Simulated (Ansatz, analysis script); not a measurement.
# Mo: energy less the state without spin against total moment, fitted and tested on a withheld row

System: Mo, 1 Mo in the cell, space group Im-3m. Cell as run: a = 2.725, b = 2.725, c = 2.725 Å, angles 109.5, 109.5, 109.5°, 1 atoms. From the study “Stoner picture of Mo”.

Method: Free energy against the fixed total moment and moment against field, from collinear runs; PBE, PAW set soft_1 (analysis script 1). Settings shared by all rows: cutoff 420 eV, 17×17×17 k-mesh, Fermi-Dirac occupations, smearing width 0.05 eV. From parallel starts in this cell no moment survives, so no ferromagnetic state is found at this level (opposed orders were not tried), and it is far: a cell moment of 0.5 μB costs 160 meV. In doubt: the program's search for lower states was switched off, so a lower magnetic state than those reached may exist.

Results; the value marked ? is withheld:

```tsv
total moment (μB/cell)	energy less the state without spin (meV/cell)
0	0.0
0.1	8.6
0.2	29.2
0.3	60.5
0.4	105.6
0.5	?
0.6	224.9
0.7	298.7
0.8	380.6
0.9	470.1
```

Q: Choose a law, fit it, and give the withheld energy less the state without spin (total moment = 0.5 μB/cell).

**Law.** Time reversal makes the energy even in the moment, so it is expanded as a Landau series from the state without spin. In symbols, E = c2 M² + c4 M⁴ + c6 M⁶, with energy less the state without spin in meV/cell.

**Fit.** Least squares on 8 rows gives c2 = 692.133, c4 = -215.542 and c6 = 96.254.

```tsv
total moment (μB/cell)	computed	fit	computed − fit
0.1	8.6	6.90	1.70
0.2	29.2	27.35	1.85
0.3	60.5	60.62	-0.12
0.4	105.6	105.62	-0.02
0.6	224.9	225.72	-0.82
0.7	298.7	298.72	-0.02
0.8	380.6	379.91	0.69
0.9	470.1	470.36	-0.26
```

The quadratic term is positive, so within this fit the state without spin is locally stable against a small uniform moment.

**Prediction.** At total moment = 0.5 μB/cell the law predicts 161.07 meV/cell. The computed value is 160.4 meV/cell, 0.67 below the prediction. The row lies between fitted rows, so this is an interpolation. The miss is smaller than the rms residual of the fit, 0.97.

[Logs and program files are shortened in this print: banners, set-up blocks, solver, clock and traceback lines can be left out without a mark of their own.]

[Logs are printed without paths, hosts, clocks, repeated set-up lines and the standing remarks that a program may print on its own settings, such as how far it seeks lower states.]

[Hosts, paths, dates, database ids (printed as entryN), source tags and the programs' standing remarks are cut or masked in the printed files.]
